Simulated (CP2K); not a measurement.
Hydroxyketene has these distinct C atoms: C2 (bonded to C and O) and C3 (bonded to C, O and H).

```xyz
6

O     2.2444   -0.2092    0.2041
C     1.1064   -0.0289   -0.0437
C    -0.1761    0.1604   -0.3280
O    -1.1387   -0.6543    0.2938
H    -0.4619    0.8592   -1.1147
H    -1.5741   -0.1273    0.9885
```

Their partial C K spectra (CP2K XAS_TDP, all-electron GAPW, PBEh(45%), aug-cc-pVTZ, TDA, GW2X-corrected core level, no relativity) are given in random order, each times the number of alike atoms.

Gaussian full width 0.5 eV, oscillator strength per eV, alike atoms added, rows of zeros left out:

```
E (eV)  curve 1  curve 2
286.25    0.000    0.001
286.50    0.002    0.023
286.75    0.009    0.105
287.00    0.009    0.123
287.25    0.002    0.037
287.50    0.000    0.003
288.00    0.001    0.000
288.25    0.019    0.000
288.50    0.072    0.000
288.75    0.071    0.000
289.00    0.018    0.000
289.25    0.001    0.000
289.50    0.002    0.000
289.75    0.007    0.000
290.00    0.009    0.012
290.25    0.010    0.077
290.50    0.007    0.132
290.75    0.014    0.057
291.00    0.024    0.006
291.25    0.015    0.000
291.50    0.009    0.000
291.75    0.004    0.000
292.00    0.005    0.000
292.25    0.009    0.000
292.50    0.012    0.001
292.75    0.016    0.001
293.00    0.027    0.000
293.25    0.049    0.002
293.50    0.075    0.004
293.75    0.062    0.003
294.00    0.023    0.001
294.25    0.004    0.002
294.50    0.003    0.002
294.75    0.007    0.002
295.00    0.011    0.003
295.25    0.014    0.005
295.50    0.013    0.005
295.75    0.017    0.003
296.00    0.035    0.001
296.25    0.043    0.001
296.50    0.028    0.001
296.75    0.020    0.001
297.00    0.016    0.001
297.25    0.023    0.001
297.50    0.017    0.002
297.75    0.008    0.005
298.00    0.011    0.008
298.25    0.017    0.009
```

**Question.** Which curve belongs to which atom?

Curve 1: C3 (bonded to C, O and H), leading line at 288.62 eV (f = 0.045 an atom), ionisation energy 292.17 eV, term value 3.55 eV. Curve 2: C2 (bonded to C and O), leading line at 286.90 eV (f = 0.073 an atom), ionisation energy 294.99 eV, term value 8.09 eV. The leading line of an atom is its first one with 35 % of the strongest within 2.5 eV of its lowest line over the strength cut. A line lies at the core ionisation energy, which rises as an atom loses charge to its neighbours or to a π system, less the term value, which is large for a low π* or σ* orbital with weight on that atom.

[Banner, clock and machine lines of the logs are left out without a mark of their own.]

[Logs are printed without paths, hosts, clocks, repeated set-up lines and the standing remarks that a program may print on its own settings, such as how far it seeks lower states.]

[Hosts, paths, dates, database ids (printed as entryN), source tags and the programs' standing remarks are cut or masked in the printed files.]
